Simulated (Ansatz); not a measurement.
# Lattice dynamics of (MgSe)1(CuI)3 [001] superlattice, started as zinc blende, part 2 of 3

Aim: the vibrations of (MgSe)1(CuI)3 [001] superlattice, started as zinc blende, their spectra, and whether the structure is stable.

Ansatz 0.2.0; DFT PBEsol, scalar-relativistic, plane waves, PAW.

So far. Step 4 (Tight relaxation): The largest force component left is 0.82 meV/Å and the pressure is -0.001 GPa, within the tolerances set. The cell now holds 26.42 Å³/atom. The relaxed cell has a, b, c = 4.213, 4.235, 11.844 Å (conventional setting).

The structure was built from a prototype and need not be the compound's stable phase.

**5. Zone-centre response**

The zone centre is the only wavevector solved here; it holds the modes that light can see, as far as symmetry allows. The response to a homogeneous field gives the Born charges and the dielectric tensor, and its change with displacement the Raman tensors.

File input.yaml:

```yaml
crystal:
  lattice:
    - [2.9948618736, 2.9948618736, 0.0]
    - [-2.9789297169, 2.9789297169, 0.0]
    - [0.0, 0.0, 11.8439531273]
  atoms:
    - { symbol: Cu, position: [0.5, 0.5, 0.2344239765] }
    - { symbol: Cu, position: [0.0, 0.0, 0.4910867972] }
    - { symbol: Cu, position: [0.5, 0.5, 0.7401507855] }
    - { symbol: I, position: [0.0, 0.5, 0.3706425178] }
    - { symbol: I, position: [0.5, 0.0, 0.6192756987] }
    - { symbol: I, position: [0.0, 0.5, 0.8682210114] }
    - { symbol: Mg, position: [0.0, 0.0, 0.0339041096] }
    - { symbol: Se, position: [0.5, 0.0, 0.1422951032] }
kpoints:
  mp_grid: { grid: [8, 8, 2] }
hamiltonian:
  xc: pbesol
scf:
  occupations: { method: fixed }
output:
  eigenvalues: true
phonons:
  method: dfpt
  dielectric: true
  rigid_motions: translations
  raman: true
```

The run is started by

```sh
$ ansatz run input.yaml --threads 8 --pin off --max-ram 14336MiB --backend cpu --events-out ev --progress --plain --runs-dir out
```

Numbers of over 12 decimals in the logs are rounded to 6 here.

Log:

```text
[...]
Crystal: 8 atoms, lattice volume = 211.331 Å³
Basis set: ecut = 420 eV, 4075 PW (Γ), exchange–correlation on 60×60×160 points (8 copies of the dense FFT grid, shifted against one another)
Bands: 81, of which v1, the nominal top of the filled ones, is band 67 counted from 1 (66 counted from 0)
Symmetry: 4 space group operations
k-points: 68 of 128 (irreducible under 1 space group operation, time reversal used)
[...]
SCF iter   1: F=—  HF=-49402.234253 eV  |F-HF|=—  |Δ(HF+E_count)|=         —  Δρ=7.21e-3  dr2=7.31e-2  ethr=1.77e-3  ⟨swp⟩=5.1  Hψ=17982  notcnv=0  defer=790
[...]
SCF iter  16: F=-49402.216144 eV  HF=-49402.216144 eV  |F-HF|=1.46e-11  |Δ(HF+E_count)|=  2.18e-10  Δρ=1.63e-7  dr2=5.20e-11  ethr=1.00e-12  ⟨swp⟩=5.0  Hψ=29932  notcnv=0
SCF 1 converged in 16 iterations: F = -49402.216144 eV  dr2 = 5.20e-11
[...]
DFPT response loops at Γ: preconditioner auto → Resta (q_TF=auto, 2.529 Å⁻¹)  ε∞=8.7 (no band partly filled); β = 1.00, the filter's whole step (`scf.mixing.beta` (0.50) is not read by the response loops at its default; to damp them type it under 1.00, their step now; it binds the ground state too); Broyden in place of MSR1
── the response to a field inside a basis, on 14×14×6 k-points: an SCF that follows is theirs, and a resumed run solves both again ──
Bands: 68, of which v1, the nominal top of the filled ones, is band 67 counted from 1 (66 counted from 0)
k-points: 147 of 1176 (time reversal used)
[...]
Eigensolver: Dense (147 Hₖ)
SCF iter   1: F=—  HF=-49402.051400 eV  |F-HF|=—  |Δ(HF+E_count)|=         —  Δρ=3.50e-4  dr2=8.84e-5  ethr=1.00e-1
[...]
SCF iter  13: F=-49402.051348 eV  HF=-49402.051348 eV  |F-HF|=1.46e-11  |Δ(HF+E_count)|=  7.28e-11  Δρ=1.26e-7  dr2=3.52e-11  ethr=1.00e-12
SCF 1 converged in 13 iterations: F = -49402.051348 eV  dr2 = 3.52e-11
[...]
WARN: field response: the Raman tensors and χ⁽²⁾ stand inside a basis, whose 14×14×6 points do not settle the susceptibility there: take them as unconverged, whatever they are read to err by, and compare with a denser kpoints.mp_grid
WARN: field response: inside a basis, on 14×14×6 points, no mesh in reach settles it: take ε∞, Z* and everything formed from them with what they may err, as stated (eps_inf_uncertainty, zstar_uncertainty_e), and compare with field_mesh: kpoints on a denser kpoints.mp_grid
WARN: field response: ε∞ stands inside a basis, on 14×14×6 points; the force constants stand on the 8×8×2 k-mesh, whose period is 9.18 times the interband length at k = (0.0000, 0.0000, 0.0000), direct gap 0.788 eV, under 14: take them and everything formed from them as unconverged, and compare with a denser kpoints.mp_grid
SCF converged after 16 iterations
Free energy (F): -49402.216144 eV
[...]
Internal energy: -49402.216144 eV  (E = F + TS)
E sigma→0 (E₀):  -49402.216144 eV
Fermi energy:    8.205466 eV
[...]
--- Band table (eV; the first three rows and the last of 68) ---
  k-point 0: bands = [... 63 lower, 7.2933, 7.9495, 8.0673, 8.2055, 8.9932, 10.1643, 10.6585, 11.0178, ... 10 higher]
  k-point 1: bands = [... 63 lower, 7.3726, 7.6767, 7.8857, 8.1425, 9.8914, 10.1940, 10.3601, 10.6468, ... 10 higher]
  k-point 2: bands = [... 63 lower, 7.1123, 7.6835, 7.9274, 7.9337, 9.6173, 10.4151, 11.0392, 11.1610, ... 10 higher]
  k-point 67: bands = [... 63 lower, 6.5380, 6.5408, 6.8480, 6.9454, 10.4068, 10.6388, 11.1226, 11.1553, ... 10 higher]
--- Phonons (Γ-DFPT): 16 representative perturbations + reference, on 68 of 128 k-points (Σ response iterations 65) ---
  k mesh reduced under 1 symmetry operation, with k and −k counted as one. Each operation leaves every solved perturbation unchanged. A smaller set is not considered because the run solves the response to a homogeneous field
  ASR residual: 1.746e-4 → 0.000e0 eV/Å²; symmetrization residual: 3.448e-5 eV/Å²
  ASR residual per site (eV/Å²): 1.75e-4 2.98e-5 5.65e-5 4.86e-5 3.29e-5 3.59e-5 4.15e-5 5.99e-5
  Γ frequencies (cm⁻¹): 0.00 0.00 0.00 23.25 36.04 43.80 44.20 49.59 52.25 78.30 88.38 109.27 120.49 127.94 133.92 143.70 146.90 148.78 150.87 166.03 170.84 218.74 282.91 344.26
  ε∞ (high-frequency dielectric tensor):
        6.717463    -0.305046     0.000000
       -0.305046     6.717463    -0.000000
        0.000000    -0.000000     6.760598
  ε⁰ (static dielectric tensor: ions relaxed, cell fixed):
       10.352179    -2.459163     0.000000
       -2.459163    10.352179    -0.000000
        0.000000    -0.000000     8.505586
  ε⁰ − ε∞ (ionic part):
        3.634716    -2.154117     0.000000
       -2.154117     3.634716    -0.000000
        0.000000    -0.000000     1.744987
  softest optical mode at Γ: 23.25 cm⁻¹; the repairs (sum rule, projections) moved no ω² at Γ by more than (3.18 cm⁻¹)²
  Born effective charges Z* (e; rows j = field, columns β = displacement):
    site 0:
         0.98062   -0.07533    0.00000
        -0.07533    0.98062   -0.00000
        -0.00000   -0.00000    0.86066
    site 1:
         1.01387   -0.04017    0.00000
        -0.04017    1.01387   -0.00000
        -0.00000   -0.00000    0.95874
    site 2:
         0.97947   -0.02100   -0.00000
        -0.02100    0.97947   -0.00000
        -0.00000   -0.00000    1.00908
    site 3:
        -1.05593    0.06822   -0.00000
         0.06822   -1.05593    0.00000
         0.00000    0.00000   -1.12452
    site 4:
        -0.98420    0.03634   -0.00000
         0.03634   -0.98420    0.00000
         0.00000    0.00000   -0.95170
    site 5:
        -1.06641    0.11438   -0.00000
         0.11438   -1.06641    0.00000
         0.00000    0.00000   -1.50015
    site 6:
         1.86343    0.09391   -0.00000
         0.09391    1.86343   -0.00000
         0.00000   -0.00000    2.30538
    site 7:
        -1.73085   -0.17634    0.00000
        -0.17634   -1.73085    0.00000
         0.00000    0.00000   -1.55750
  Z* charge neutrality: 1.630e-2 e pre-enforcement
  solved inside a basis spanned on kpoints, on 14×14×6 k-points, which do not settle them: ε∞ is read to err by 1.4e-1, Z* by 1.1e-1 e (field_mesh: kpoints solves on kpoints); Z* is corrected for what the basis lacks
  Raman tensors (in the event stream and the table raman_tensors.tsv): an entry may err by 5.7e1 Å², one of the second-order susceptibility by 5.3e1 pm/V (basis, points and sum rule); their sum over the sites missed zero by 9.033e-2 Å² ahead of its enforcement
  optical modes at Γ without the LO–TO term, one row a degenerate level:
      ω (cm⁻¹)  modes    IR ((D/Å)²/amu)  static Raman (Å⁴/amu)  depolarisation
         23.25      1             0.1923                 0.9955           0.750
         36.04      1             0.0002                 0.7795           0.750
         43.80      1             0.0002                 2.1495           0.750
         44.20      1             0.0122                 5.2093           0.750
         49.59      1             0.0143                 2.3810           0.750
         52.25      1             0.0101                 0.0010           0.750
         78.30      1             0.0300                53.2874           0.004
         88.38      1             0.0007                 3.3903           0.093
        109.27      1             0.6338               134.0643           0.750
        120.49      1             0.4897                44.1861           0.097
        127.94      1             0.8023                94.4815           0.750
        133.92      1             0.0151                 0.0477           0.750
        143.70      1             1.0834                41.3377           0.358
        146.90      1             0.0013                 2.3771           0.268
        148.78      1             3.1353                 3.4235           0.750
        150.87      1             0.2429               209.6243           0.006
        166.03      1             1.1236                 5.9556           0.750
        170.84      1             0.1216                 0.0342           0.750
        218.74      1             0.9230                 5.4743           0.750
        282.91      1             5.6815               614.6829           0.019
        344.26      1             4.7184                 1.5816           0.750
  optical modes at Γ + LO–TO along q̂ = [1.0000, 0.0000, 0.0000]:
      ω (cm⁻¹)  modes    IR ((D/Å)²/amu)  static Raman (Å⁴/amu)  depolarisation
         25.55      1             0.1456                 1.1903           0.750
         36.05      1             0.0002                 0.7805           0.750
         43.80      1             0.0002                 2.1487           0.750
         44.28      1             0.0106                 5.1412           0.750
         49.68      1             0.0128                 2.3756           0.750
         52.31      1             0.0081                 0.0046           0.750
         78.30      1             0.0300                53.2874           0.004
         88.38      1             0.0007                 3.3903           0.093
        110.72      1             0.5079               125.8249           0.750
        120.49      1             0.4897                44.1861           0.097
        129.52      1             0.9365               121.9165           0.750
        133.95      1             0.0315                 0.7193           0.750
        143.70      1             1.0834                41.3377           0.358
        146.90      1             0.0013                 2.3771           0.268
        150.87      1             0.2429               209.6243           0.006
        155.23      1             1.6111                13.8932           0.750
        169.21      1             1.1112                12.2677           0.750
        171.89      1             1.2819                 9.7367           0.750
        220.53      1             1.2250                11.6284           0.750
[...]
optical modes at Γ + LO–TO along q̂ = [0.0000, 1.0000, 0.0000]:
      ω (cm⁻¹)  modes    IR ((D/Å)²/amu)  static Raman (Å⁴/amu)  depolarisation
[...]
optical modes at Γ + LO–TO along q̂ = [0.0000, 0.0000, 1.0000]:
      ω (cm⁻¹)  modes    IR ((D/Å)²/amu)  static Raman (Å⁴/amu)  depolarisation
[...]
122.55      1             0.2252                47.6083           0.089
        127.94      1             0.8023                94.4815           0.750
        133.92      1             0.0151                 0.0477           0.750
        146.89      1             0.0076                 1.6617           0.027
        147.64      1             0.4003                27.4376           0.695
        148.78      1             3.1353                 3.4235           0.750
        153.27      1             0.7515               350.9610           0.041
        166.03      1             1.1236                 5.9556           0.750
        170.84      1             0.1216                 0.0342           0.750
        218.74      1             0.9230                 5.4743           0.750
        298.11      1             6.1277               379.4369           0.012
        344.26      1             4.7184                 1.5816           0.750
```

The job ended after 24 min (8 threads of Intel Xeon 6975P-C (Granite Rapids), shared host; peak memory 7.9 GiB; 2.8 h of CPU time).

In the SCF lines HF is the Harris–Foulkes energy and dr2 the Hartree energy of the density residual, in eV; the loop may stop once dr2 is under the threshold and the program's other checks hold. Hψ counts applications of the Hamiltonian.

This step gave:

| Quantity | Value |
| --- | --- |
| sum-rule residual before enforcement | 1.75e-4 eV/Å² |
| miss of the charge sum rule | 0.01630 e |
| estimated error of the dielectric tensor | 0.1354 |
| estimated error of the Born charges | 0.1087 e |
| point group | mm2 |
| highest optical mode at the zone centre (no LO-TO term) | 344.3 cm⁻¹ |
| lowest optical zone-centre mode | 23.25 cm⁻¹ |
| mean high-frequency dielectric constant | 6.732 |
| largest Born charge (third of the trace) | 2.011 e |
| mean static dielectric constant | 9.737 |
| top of the zone-centre spectrum with the field | 349.7 cm⁻¹ |

Without the LO-TO term. Patterns of degenerate modes are one choice out of their space. The modes at Γ (shares of kinetic energy by element, %):

| mode | frequency (cm⁻¹) | symmetry | Cu % | I % | Mg % | Se % |
| --- | --- | --- | --- | --- | --- | --- |
| 1 | 0.0 | acoustic | 28 | 56 | 4 | 12 |
| 2 | 0.0 | acoustic | 28 | 56 | 4 | 12 |
| 3 | 0.0 | acoustic | 28 | 56 | 4 | 12 |
| 4 | 23.2 | B1 | 25 | 39 | 13 | 24 |
| 5 | 36.0 | B2 | 44 | 51 | 1 | 4 |
| 6 | 43.8 | B2 | 52 | 48 | 0 | 0 |
| 7 | 44.2 | B1 | 31 | 51 | 7 | 10 |
| 8 | 49.6 | B1 | 45 | 50 | 0 | 5 |
| 9 | 52.2 | B2 | 17 | 7 | 20 | 57 |
| 10 | 78.3 | A1 | 45 | 44 | 0 | 11 |
| 11 | 88.4 | A1 | 29 | 53 | 5 | 13 |
| 12 | 109.3 | B2 | 49 | 49 | 1 | 1 |
| 13 | 120.5 | A1 | 49 | 51 | 0 | 0 |
| 14 | 127.9 | B2 | 60 | 40 | 0 | 0 |
| 15 | 133.9 | B2 | 50 | 50 | 0 | 0 |
| 16 | 143.7 | A1 | 53 | 33 | 0 | 13 |
| 17 | 146.9 | A1 | 52 | 43 | 1 | 4 |
| 18 | 148.8 | B1 | 1 | 23 | 75 | 0 |
| 19 | 150.9 | A1 | 43 | 17 | 4 | 35 |
| 20 | 166.0 | B1 | 63 | 37 | 0 | 0 |
| 21 | 170.8 | B1 | 57 | 43 | 0 | 0 |
| 22 | 218.7 | B1 | 51 | 0 | 0 | 49 |
| 23 | 282.9 | A1 | 0 | 2 | 86 | 12 |
| 24 | 344.3 | B2 | 0 | 0 | 75 | 25 |

Displacements in mode 4 (23.2 cm⁻¹), the largest set to 1:
```
Cu1  0.81 -0.81  0.00
Cu2  0.17 -0.17  0.00
Cu3 -0.15  0.15  0.00
I4   0.18 -0.18  0.00
I5  -0.15  0.15  0.00
I6  -0.71  0.71  0.00
Mg7 -1.00  1.00  0.00
Se8  0.74 -0.74  0.00
```

Displacements in mode 23 (282.9 cm⁻¹), the largest set to 1:
```
Cu1  0.00  0.00  0.00
Cu2  0.00  0.00 -0.03
Cu3  0.00  0.00 -0.02
I4   0.00  0.00  0.01
I5   0.00  0.00  0.01
I6   0.00  0.00 -0.06
Mg7  0.00  0.00  1.00
Se8  0.00  0.00 -0.21
```

High-frequency dielectric tensor, which the program warns is not settled by the k meshes in reach. Tensor:

|  | x | y | z |
| --- | --- | --- | --- |
| x | 6.718 | -0.305 | 0 |
| y | -0.305 | 6.718 | 0 |
| z | 0 | 0 | 6.761 |

Static dielectric tensor, which the program warns is not settled by the k meshes in reach. Tensor:

|  | x | y | z |
| --- | --- | --- | --- |
| x | 10.35 | -2.459 | 0 |
| y | -2.459 | 10.35 | 0 |
| z | 0 | 0 | 8.506 |

Optical modes at the zone centre, without and with the macroscopic field of the longitudinal modes; each column is sorted by frequency, so a row need not hold one and the same mode. Modes with and without the field, by row:

| rank among optical modes | no field (cm⁻¹) | q along (1, 0, 0) (cm⁻¹) | q along (0, 0, 1) (cm⁻¹) |
| --- | --- | --- | --- |
| 1 | 23.2 | 25.6 | 23.2 |
| 2 | 36 | 36 | 36 |
| 3 | 43.8 | 43.8 | 43.8 |
| 4 | 44.2 | 44.3 | 44.2 |
| 5 | 49.6 | 49.7 | 49.6 |
| 6 | 52.2 | 52.3 | 52.2 |
| 7 | 78.3 | 78.3 | 78.5 |
| 8 | 88.4 | 88.4 | 88.4 |
| 9 | 109.3 | 110.7 | 109.3 |
| 10 | 120.5 | 120.5 | 122.5 |
| 11 | 127.9 | 129.5 | 127.9 |
| 12 | 133.9 | 133.9 | 133.9 |
| 13 | 143.7 | 143.7 | 146.9 |
| 14 | 146.9 | 146.9 | 147.6 |
| 15 | 148.8 | 150.9 | 148.8 |
| 16 | 150.9 | 155.2 | 153.3 |
| 17 | 166 | 169.2 | 166 |
| 18 | 170.8 | 171.9 | 170.8 |
| 19 | 218.7 | 220.5 | 218.7 |
| 20 | 282.9 | 282.9 | 298.1 |
| 21 | 344.3 | 349.7 | 344.3 |

Born charge (rows field, columns displacement) (e), principal values of the symmetric part by kind of site:

| atom | atoms with these values | low | middle | high | mean |
| --- | --- | --- | --- | --- | --- |
| Cu1 | 1 | 0.86 | 0.91 | 1.06 | 0.94 |
| Cu2 | 1 | 0.96 | 0.97 | 1.05 | 1.00 |
| Cu3 | 1 | 0.96 | 1.00 | 1.01 | 0.99 |
| I4 | 1 | -1.12 | -1.12 | -0.99 | -1.08 |
| I5 | 1 | -1.02 | -0.95 | -0.95 | -0.97 |
| I6 | 1 | -1.50 | -1.18 | -0.95 | -1.21 |
| Mg7 | 1 | 1.77 | 1.96 | 2.31 | 2.01 |
| Se8 | 1 | -1.91 | -1.56 | -1.55 | -1.67 |

In full for Cu1:

```
 0.98 -0.08  0.00
-0.08  0.98  0.00
 0.00  0.00  0.86
```

Transverse modes. Lines of the infrared spectrum (strongest = 100):

| position (cm⁻¹) | lines merged | relative intensity |
| --- | --- | --- |
| 23 | 1 | 3.4 |
| 36 | 1 | 0.0 |
| 44 | 2 | 0.2 |
| 50 | 1 | 0.3 |
| 52 | 1 | 0.2 |
| 78 | 1 | 0.5 |
| 88 | 1 | 0.0 |
| 109 | 1 | 11 |
| 120 | 1 | 8.6 |
| 128 | 1 | 14 |
| 134 | 1 | 0.3 |
| 144 | 1 | 19 |
| 147 | 1 | 0.0 |
| 149 | 1 | 55 |
| 151 | 1 | 4.3 |
| 166 | 1 | 20 |
| 171 | 1 | 2.1 |
| 219 | 1 | 16 |
| 283 | 1 | 100 |
| 344 | 1 | 83 |

(Continued in part 3 of 3.)

[Logs are printed without paths, hosts, clocks, repeated set-up lines and the standing remarks that a program may print on its own settings, such as how far it seeks lower states.]

[Hosts, paths, dates, database ids (printed as entryN), source tags and the programs' standing remarks are cut or masked in the printed files.]
